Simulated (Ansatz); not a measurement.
**Lattice dynamics of AlRu (Pm-3m)**

How does AlRu (Pm-3m) vibrate, and is this structure a minimum?

Method: DFT PBEsol, scalar-relativistic, plane waves, PAW; PAW set soft_1, in Ansatz 0.2.0.

This is a report of a sequence of runs, with most program output left out.

## 1. Set-up

Symmetry: Pm-3m, No. 221, cubic system. Conventional cell: a = 2.992 Å, b = 2.992 Å, c = 2.992 Å, α = 90.00°, β = 90.00°, γ = 90.00°. Nearest to Al lie 8 Ru at 2.59 Å. Nearest to Ru lie 8 Al at 2.59 Å. Farther neighbours are not listed.

## 2. Bringing the structure to rest

Harmonic phonons are second derivatives at a point where the forces vanish, and they are wanted at zero stress, so atoms and cell are relaxed first.

The input, input.yaml:

```yaml
crystal:
  lattice:
    - [2.9916, 0.0, 0.0]
    - [0.0, 2.9916, 0.0]
    - [0.0, 0.0, 2.9916]
  atoms:
    - { symbol: Al, position: [0.0, 0.0, 0.0] }
    - { symbol: Ru, position: [0.5, 0.5, 0.5] }
kpoints:
  mp_grid: { grid: [14, 14, 14] }
hamiltonian:
  xc: pbesol
  pseudopotentials: { kind: paw, azcp: { folder: soft_1 }, xc_functional: pbe }
scf:
  occupations: { method: gaussian, width: 0.1 }
output:
  forces: true
  stress: true
  eigenvalues: true
relax:
  adjacent_minimum: "off"
  f_tol: 0.005
  max_steps: 80
  cell: { stress_tol: 0.05 }
```

The run is started by

```console
> ansatz run input.yaml --threads 4 --pin off --max-ram 10240MiB --backend cpu --events-out ev --progress --plain --runs-dir out
```

It took 3.2 s on 4 threads of Arm Neoverse V1, shared host; peak memory 0.41 GiB; 11 s of CPU time.

The steps of the relaxation:

| step | energy less that of the first step (eV) | largest force component (eV/Å) | pressure (GPa) | volume (Å³) |
| --- | --- | --- | --- | --- |
| 1 | 0.0000 | 0.0000 | -3.29 | 26.77 |
| 2 | -0.0044 | 0.0000 | 0.89 | 26.26 |
| 3 | -0.0046 | 0.0000 | -0.02 | 26.37 |
| 4* | -0.0043 | 0.0000 | -0.03 | 26.37 |

Relaxation steps marked * repeat the geometry before them on a plane-wave basis chosen anew for their cell, so energy and pressure can jump there.

Forces are held to the 48 operations that the run works with; a distortion that breaks them can't arise in this run.

| conventional cell, symmetrised | before | after | change |
| --- | --- | --- | --- |
| a (Å) | 2.992 | 2.976 | -0.5 % |
| b (Å) | 2.992 | 2.976 | -0.5 % |
| c (Å) | 2.992 | 2.976 | -0.5 % |
| volume (Å³/atom) | 13.39 | 13.18 | -1.5 % |

The relaxed structure:

```xyz
2
Lattice="2.9763 0.0000 0.0000 0.0000 2.9763 0.0000 0.0000 0.0000 2.9763" Properties=species:S:1:pos:R:3 pbc="T T T"
Al    0.0000    0.0000    0.0000
Ru    1.4882    1.4882    1.4882
```

This step gave:

- pressure: -0.02791 GPa
- volume per atom: 13.18 Å³
- gap on the k-mesh: 0 eV

In this step the volume went from 13.39 to 13.18 Å³/atom.

## 3. Relaxing to small forces for the phonons

Phonons need a cell at rest on their own settings, so the relaxation is repeated with tight tolerances on forces and stress, using the mesh and the filling of the phonon run that follows.

input.yaml, the sections that differ from step 2:

```yaml
crystal:
  lattice:
    - [2.9763250986, 0.0, 0.0]
    - [0.0, 2.9763250986, 0.0]
    - [0.0, 0.0, 2.9763250986]
  atoms:
    - { symbol: Al, position: [0.0, 0.0, 0.0] }
    - { symbol: Ru, position: [0.5, 0.5, 0.5] }
kpoints:
  mp_grid: { grid: [16, 16, 16] }
scf:
  occupations: { method: methfessel_paxton, width: 0.2 }
relax:
  adjacent_minimum: "off"
  f_tol: 0.001
  max_steps: 60
  cell: { stress_tol: 0.01 }
# hamiltonian, output: as in step 2
```

Wall time 3.6 s (4 threads); peak memory 0.43 GiB.

Little changed from the start: no atom moved by 0.005 Å and no cell edge by 0.1 %.

Numbers from this step:

```
pressure : -2.00e-4 GPa
```

The forces vanish by symmetry and the pressure is 0.000 GPa, within the tolerances set. The cell now holds 13.18 Å³/atom.

## 4. Linear response at the zone centre

The zone centre comes first: it holds the modes that light can see, as far as symmetry allows. No field response is asked, since the mesh shows no gap.

input.yaml, the sections that differ from step 3:

```yaml
crystal:
  lattice:
    - [2.9760064514, 0.0, 0.0]
    - [0.0, 2.9760064514, 0.0]
    - [0.0, 0.0, 2.9760064514]
  atoms:
    - { symbol: Al, position: [0.0, 0.0, 0.0] }
    - { symbol: Ru, position: [0.5, 0.5, 0.5] }
output:
  eigenvalues: true
phonons:
  method: dfpt
# kpoints, hamiltonian, scf: as in step 3
# relax: removed
```

The job ended after 9.5 s (4 threads; peak memory 0.73 GiB).

Numbers from this step:

```yaml
sum_rule_residual_before_enforcement: 1.41e-5 eV/Å²
point_group: m-3m
highest_optical_mode_at_the_zone_centre_no_lo_to_term: 321.5 cm⁻¹
lowest_optical_zone_centre_mode: 321.5 cm⁻¹
```

Patterns of degenerate modes are one choice out of their space. Modes at Γ, with each element's share of the kinetic energy:

| mode | frequency (cm⁻¹) | symmetry | Al % | Ru % |
| --- | --- | --- | --- | --- |
| 1 | 0.0 | acoustic | 21 | 79 |
| 2 | 0.0 | acoustic | 21 | 79 |
| 3 | 0.0 | acoustic | 21 | 79 |
| 4 | 321.5 | T1u | 79 | 21 |
| 5 | 321.5 | T1u | 79 | 21 |
| 6 | 321.5 | T1u | 79 | 21 |

Displacements in mode 5 (321.5 cm⁻¹), the largest set to 1:
```
Al1  0.00  0.00  1.00
Ru2  0.00  0.00 -0.27
```

Before it was imposed, the acoustic sum rule was missed by 1.4e-5 eV/Å². Small misses are needed for a sound result but don't prove that mesh and cutoff are converged. The lowest optical mode is real, 321 cm⁻¹.

## 5. The dispersion

Stability and thermal properties need the whole zone. Linear response on a 4×4×4 q mesh gives force constants as far as a supercell of that size would.

input.yaml, as its differences from that of step 4:

```diff
@@ -19 +19,8 @@
   method: dfpt
+  qmesh: [4, 4, 4]
+  temperatures: { t_max: 1000, t_step: 50 }
+  qpath:
+    path:
+      - [[0.0, 0.0, 0.0], [0.0, 0.5, 0.0], [0.5, 0.5, 0.0], [0.0, 0.0, 0.0], [0.5, 0.5, 0.5], [0.0, 0.5, 0.0]]
+      - [[0.5, 0.5, 0.5], [0.5, 0.5, 0.0]]
+    npoints: 10
```

The job ended after 4.4 min (4 threads; peak memory 2.1 GiB; 17 min of CPU time).

This step gave:

```yaml
sum_rule_residual_before_enforcement: 1.45e-5 eV/Å²
lowest_frequency_on_the_path: 0 cm⁻¹
highest_frequency_on_the_path_or_at_a_solved_wavevector: 361.2 cm⁻¹
mean_frequency: 237.3 cm⁻¹
debye_temperature_second_moment: 473 K
logarithmic_mean_frequency: 217.1 cm⁻¹
lowest_mode_on_the_q_mesh_acoustic_modes_at_gamma_apart: 92.84 cm⁻¹
zero_point_energy_per_atom: 44.14 meV
heat_capacity_at_300_k: 22.15 J/(mol atoms K)
vibrational_entropy_at_300_k: 25.41 J/(mol atoms K)
edges_of_the_widest_gap_between_branches_on_path_and_mesh: 213.9, 283.3 cm⁻¹
```

Frequencies (cm⁻¹) solved at each irreducible wavevector; negative means imaginary. Frequencies by wavevector, by row:

| q in reciprocal lattice units | star | mode 1 | mode 2 | mode 3 | mode 4 | mode 5 | mode 6 |
| --- | --- | --- | --- | --- | --- | --- | --- |
| 0 0 0 | 1 | 0 | 0 | 0 | 321.5 | 321.5 | 321.5 |
| 0 0 0.25 | 6 | 108.5 | 108.5 | 152.3 | 310.7 | 310.7 | 320.9 |
| 0 0 -0.5 | 3 | 164.5 | 164.5 | 213.9 | 294 | 294 | 335.2 |
| 0 0.25 0.25 | 12 | 92.8 | 140.1 | 182.8 | 302.3 | 318.4 | 335.1 |
| 0 0.25 -0.5 | 12 | 132.6 | 158.6 | 177 | 290.2 | 334 | 350 |
| 0 -0.5 -0.5 | 3 | 104.6 | 104.6 | 194.8 | 283.3 | 361.2 | 361.2 |
| 0.25 0.25 0.25 | 8 | 140 | 140 | 177.5 | 322.6 | 328.1 | 328.1 |
| 0.25 0.25 -0.5 | 12 | 146.8 | 149.5 | 177.8 | 315.7 | 332.4 | 350.8 |
| 0.25 -0.5 -0.5 | 6 | 149.8 | 149.8 | 191.7 | 314.9 | 353.1 | 353.1 |
| -0.5 -0.5 -0.5 | 1 | 179.1 | 179.1 | 179.1 | 342.2 | 342.2 | 342.2 |

Interpolated from a 4×4×4 q mesh. The phonon branches at the labelled points (cm⁻¹):

| point | branch 1 | branch 2 | branch 3 | branch 4 | branch 5 | branch 6 |
| --- | --- | --- | --- | --- | --- | --- |
| Γ | 0 | 0 | 0 | 322 | 322 | 322 |
| halfway | 108 | 108 | 152 | 311 | 311 | 321 |
| X | 164 | 164 | 214 | 294 | 294 | 335 |
| halfway | 133 | 159 | 177 | 290 | 334 | 350 |
| M | 105 | 105 | 195 | 283 | 361 | 361 |
| halfway | 93 | 140 | 183 | 302 | 318 | 335 |
| Γ | 0 | 0 | 0 | 322 | 322 | 322 |
| halfway | 140 | 140 | 178 | 322 | 328 | 328 |
| R | 179 | 179 | 179 | 342 | 342 | 342 |
| halfway | 147 | 150 | 178 | 316 | 332 | 351 |
| X | 164 | 164 | 214 | 294 | 294 | 335 |
| jump to R | 179 | 179 | 179 | 342 | 342 | 342 |
| halfway | 150 | 150 | 192 | 315 | 353 | 353 |
| M | 105 | 105 | 195 | 283 | 361 | 361 |

Tetrahedra on a 24×24×24 mesh, mean over bins of 5 cm-1. Interpolated from a 4×4×4 q mesh. Table of phonon density of states by wavenumber; read off at these points:

| wavenumber (cm⁻¹) | phonon density of states (1/cm⁻¹/cell) |
| --- | --- |
| 2 | 0 |
| 18 | 1.0e-4 |
| 38 | 6.5e-4 |
| 52 | 0.00133 |
| 72 | 0.00282 |
| 88 | 0.00485 |
| 108 | 0.0180 |
| 122 | 0.0228 |
| 138 | 0.0285 |
| 158 | 0.0400 |
| 162 | 0.0421 |
| 172 | 0.0403 |
| 182 | 0.0509 |
| 192 | 0.0158 |
| 208 | 0.00128 |
| 228 | 0 |
| 242 | 0 |
| 258 | 0 |
| 278 | 0 |
| 292 | 0.0223 |
| 308 | 0.0506 |
| 312 | 0.0491 |
| 328 | 0.0381 |
| 348 | 0.0603 |
| 362 | 0.00139 |

The partial phonon density of states has structure finer than the step of the table below, so its rows give means over 10 cm⁻¹, whole bins alone (the curve runs from -10 to 382 cm⁻¹). Peaks (cm⁻¹: height): Al 310.2: 0.0461, 344.7: 0.0493; Ru 182.1: 0.0444, 349.6: 0.00881.

Phonopy on the run's constants, 19x19x19 mesh, Gaussian sigma 2.8 cm-1. Interpolated from a 4×4×4 q mesh. Table of partial phonon density of states by wavenumber; means over each step; values in 1/cm⁻¹/cell:

| wavenumber (cm⁻¹) | Al | Ru |
| --- | --- | --- |
| 0 | 7.4e-6 | 3.0e-5 |
| 10 | 0 | 1.5e-6 |
| 20 | 4.4e-5 | 1.7e-4 |
| 30 | 8.7e-5 | 3.4e-4 |
| 40 | 1.3e-4 | 5.2e-4 |
| 50 | 2.9e-4 | 0.00114 |
| 60 | 3.1e-4 | 0.00123 |
| 70 | 5.5e-4 | 0.00224 |
| 80 | 7.7e-4 | 0.00325 |
| 90 | 9.7e-4 | 0.00418 |
| 100 | 0.00193 | 0.00810 |
| 110 | 0.00355 | 0.0146 |
| 120 | 0.00394 | 0.0175 |
| 130 | 0.00421 | 0.0208 |
| 140 | 0.00452 | 0.0251 |
| 150 | 0.00457 | 0.0297 |
| 160 | 0.00387 | 0.0339 |
| 170 | 0.00237 | 0.0345 |
| 180 | 0.00145 | 0.0403 |
| 190 | 5.8e-4 | 0.0228 |
| 200 | 2.0e-4 | 0.00427 |
| 210 | 3.6e-5 | 9.5e-4 |
| 220 | 8.0e-7 | 4.3e-5 |
| 230 | 0 | 0 |
| 240 | 0 | 0 |
| 250 | 0 | 0 |
| 260 | 0 | 0 |
| 270 | 9.0e-7 | 0 |
| 280 | 0.00157 | 5.0e-6 |
| 290 | 0.0164 | 2.6e-4 |
| 300 | 0.0338 | 0.00169 |
| 310 | 0.0442 | 0.00378 |
| 320 | 0.0379 | 0.00514 |
| 330 | 0.0349 | 0.00544 |
| 340 | 0.0441 | 0.00709 |
| 350 | 0.0416 | 0.00812 |
| 360 | 0.0110 | 0.00283 |
| 370 | 1.4e-4 | 4.1e-5 |

Second derivatives of the energy by pair, one row for each kind of neighbour of each atom listed. Each entry sums the pair over the periodic images of the supercell that the q mesh stands for, and in a polar crystal it holds the long-range dipole part too. Force constants by pair, by row:

| atom | neighbour | distance (Å) | third of the trace (eV/Å²) | along the pair's line (eV/Å²) |
| --- | --- | --- | --- | --- |
| Al1 | itself | 0 | 9.508 | – |
| Al1 | Ru | 2.577 | -0.9506 | -3.373 |
| Al1 | Al | 2.976 | -0.2156 | -0.6009 |
| Al1 | Al | 4.209 | 0.0226 | -0.0052 |
| Al1 | Ru | 4.935 | -0.015 | -0.0323 |
| Al1 | Al | 5.155 | -0.058 | -0.1773 |
| Al1 | Al | 5.952 | 0.0049 | 0.0349 |
| Al1 | Ru | 6.486 | -0.0058 | 0.0061 |
| Al1 | Al | 6.655 | -0.0074 | 0.0034 |
| Ru2 | itself | 0 | 12.56 | – |
| Ru2 | Al | 2.577 | -0.9506 | -3.373 |
| Ru2 | Ru | 2.976 | -0.4917 | -1.198 |
| Ru2 | Ru | 4.209 | -0.1858 | -0.5189 |
| Ru2 | Al | 4.935 | -0.015 | -0.0323 |
| Ru2 | Ru | 5.155 | 0.0428 | 0.1044 |
| Ru2 | Ru | 5.952 | 0 | 0.1272 |
| Ru2 | Al | 6.486 | -0.0058 | 0.0061 |
| Ru2 | Ru | 6.655 | 0.056 | 0.0788 |

Harmonic thermodynamic functions per atom, from the density of states. Interpolated from a 4×4×4 q mesh. Thermodynamic functions, by row:

| T (K) | F_vib (meV/atom) | S (J/mol-atom/K) | C_V (J/mol-atom/K) |
| --- | --- | --- | --- |
| 0 | 44.14 | 0 | 0 |
| 50 | 43.98 | 1.266 | 3.617 |
| 100 | 42.13 | 6.181 | 11.19 |
| 200 | 30 | 16.94 | 19.35 |
| 300 | 7.85 | 25.41 | 22.15 |
| 400 | -22.01 | 31.96 | 23.3 |
| 500 | -57.96 | 37.23 | 23.87 |
| 600 | -98.88 | 41.61 | 24.19 |
| 700 | -144 | 45.35 | 24.38 |
| 800 | -192.7 | 48.62 | 24.51 |
| 900 | -244.7 | 51.51 | 24.6 |
| 1000 | -299.4 | 54.11 | 24.67 |

Harmonic mean-square displacement, third of the trace. Interpolated from a 4×4×4 q mesh. Mean square displacements, by row:

| T (K) | Al1 U_eq (Å²) | Ru2 U_eq (Å²) |
| --- | --- | --- |
| 0 | 0.00229 | 0.0011 |
| 100 | 0.00264 | 0.00153 |
| 300 | 0.00491 | 0.00364 |
| 600 | 0.0091 | 0.00708 |

Symmetry leaves 10 wavevectors to solve. The lowest mode among them, the acoustic zeros apart, lies at q = (0, 0.25, 0.25) and is real, 92.8 cm⁻¹.

## 6. What came out

| Property | Result |
| --- | --- |
| space group after relaxation (within 0.01 Å) | Pm-3m |
| volume per atom | 13.2 Å³ |
| electronic character | no gap on this mesh |
| highest optical mode at the zone centre (no LO-TO term) | 321 cm⁻¹ |
| lowest optical zone-centre mode | 321 cm⁻¹ |
| lowest mode on the q mesh (acoustic modes at Γ apart) | 92.8 cm⁻¹ |
| highest frequency on the path or at a solved wavevector | 361 cm⁻¹ |
| zero-point energy per atom | 44.1 meV |
| heat capacity at 300 K | 22.1 J/(mol atoms K) |
| vibrational entropy at 300 K | 25.4 J/(mol atoms K) |
| Debye temperature (second moment) | 473 K |
| imaginary modes on the 4×4×4 q mesh | none |

What this shows: The structure is a minimum as far as tested: no mode is imaginary at the 10 irreducible wavevectors of the 4×4×4 mesh, and the softest away from the acoustic zeros lies at 93 cm⁻¹. The optical modes at Γ form one degenerate level at 321 cm⁻¹. The highest mode in this list at Γ, 321.5 cm⁻¹, is mostly motion of Al (79 % of the kinetic energy). On the path and the mesh, the widest gap between branches runs from 214 to 283 cm⁻¹. With no gap, or one that is small against the smearing, the frequencies hang on the k mesh and the smearing, most of all near Kohn anomalies. The phonon runs are without spin polarisation, although the cell has an odd electron count. The PAW files were made for PBE and serve the other functionals too. These are harmonic frequencies at zero temperature: anharmonic shifts, linewidths and thermal expansion are left out.

[Logs are printed without paths, hosts, clocks, repeated set-up lines and the standing remarks that a program may print on its own settings, such as how far it seeks lower states.]

[Hosts, paths, dates, database ids (printed as entryN), source tags and the programs' standing remarks are cut or masked in the printed files.]
